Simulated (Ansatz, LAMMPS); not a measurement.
# Gap against volume in glassy 55SiO2-45BaO (mol %) (107 atoms)

Density of this cell: 3.96 g/cm³. The cell holds 107 atoms: 23 Si, 19 Ba and 65 O. Cell: a = 12.012 Å, b = 12.040 Å, c = 12.474 Å, α = 91.0°, β = 89.9°, γ = 87.3°. The starting structure: 107 atoms (23 Si, 19 Ba, 65 O) placed at random at 3.99 g/cm³, melted at 4000 K for 10 ps at fixed volume with the Morse and Coulomb pair potential with partial charges (Pedone, Malavasi, Menziani, Cormack and Segre, J. Phys. Chem. B 110, 11780 (2006)). Quenched from 4000 K to 300 K at 100 K/ps and fixed volume, held 10 ps at zero pressure, then minimised at fixed cell.

Calculated with Ansatz 0.2.0: Kohn-Sham DFT, PBE, PAW (set soft_2), plane waves; cutoff 420 eV, Γ point, fixed occupations. The relaxed cell was scaled evenly and the atoms were relaxed at each volume. The gap is that between the highest filled and the lowest empty Kohn-Sham level on the run's k-points.

| volume (Å³/atom) | gap (eV) |
| --- | --- |
| 15.154 | 4.013 |
| 15.828 | 3.699 |
| 16.333 | 3.588 |
| 16.838 | 3.503 |
| 17.343 | ? |
| 17.849 | 3.317 |

Task: Fit a straight line in ln V to the rows given and interpolate to the withheld row.

Worked fit:

A volume deformation potential makes the spacing linear in u = ln(V/V0), with V0 = 16.838 Å³ the relaxed volume; v is the spacing.

| u = ln(V/V0) | v (eV) |
| --- | --- |
| -0.105360 | 4.0131 |
| -0.0618761 | 3.6991 |
| -0.0304590 | 3.5876 |
| 0 | 3.5026 |
| 0.0582690 | 3.3165 |

With n = 5: mean u = -0.0278852, mean v = 3.62378, Σ(u − ū)² = 0.015365, Σ(u − ū)(v − v̄) = -0.062482. Slope b = -0.062482 / 0.015365 = -4.0667; intercept a = v̄ − b ū = 3.5104.

At the withheld volume u = 0.02956, and v = a + b u.

Prediction at 17.343: 3.390 eV. The run gave 3.411 eV, so the fit is low by 0.020 eV (0.60 % of the value).

The slope, -4.07 eV, says that the spacing narrows on expansion. Among the rows given, the largest miss of the fit is at 15.154, by 0.074 eV (11 % of the range of the table).

Limits: The table spans 16 % in volume, wide for a linear law. Semilocal functionals tend to put gaps under measured ones. Only the Γ point is sampled. Atoms move by up to 1.0 Å in these relaxations, so the structure changes along the series. Defect or tail levels can set the spacing of a disordered cell. Spin–orbit coupling is left out, which matters for the levels of the heavy elements.

[Hosts, paths, dates, database ids (printed as entryN), source tags and the programs' standing remarks are cut or masked in the printed files.]
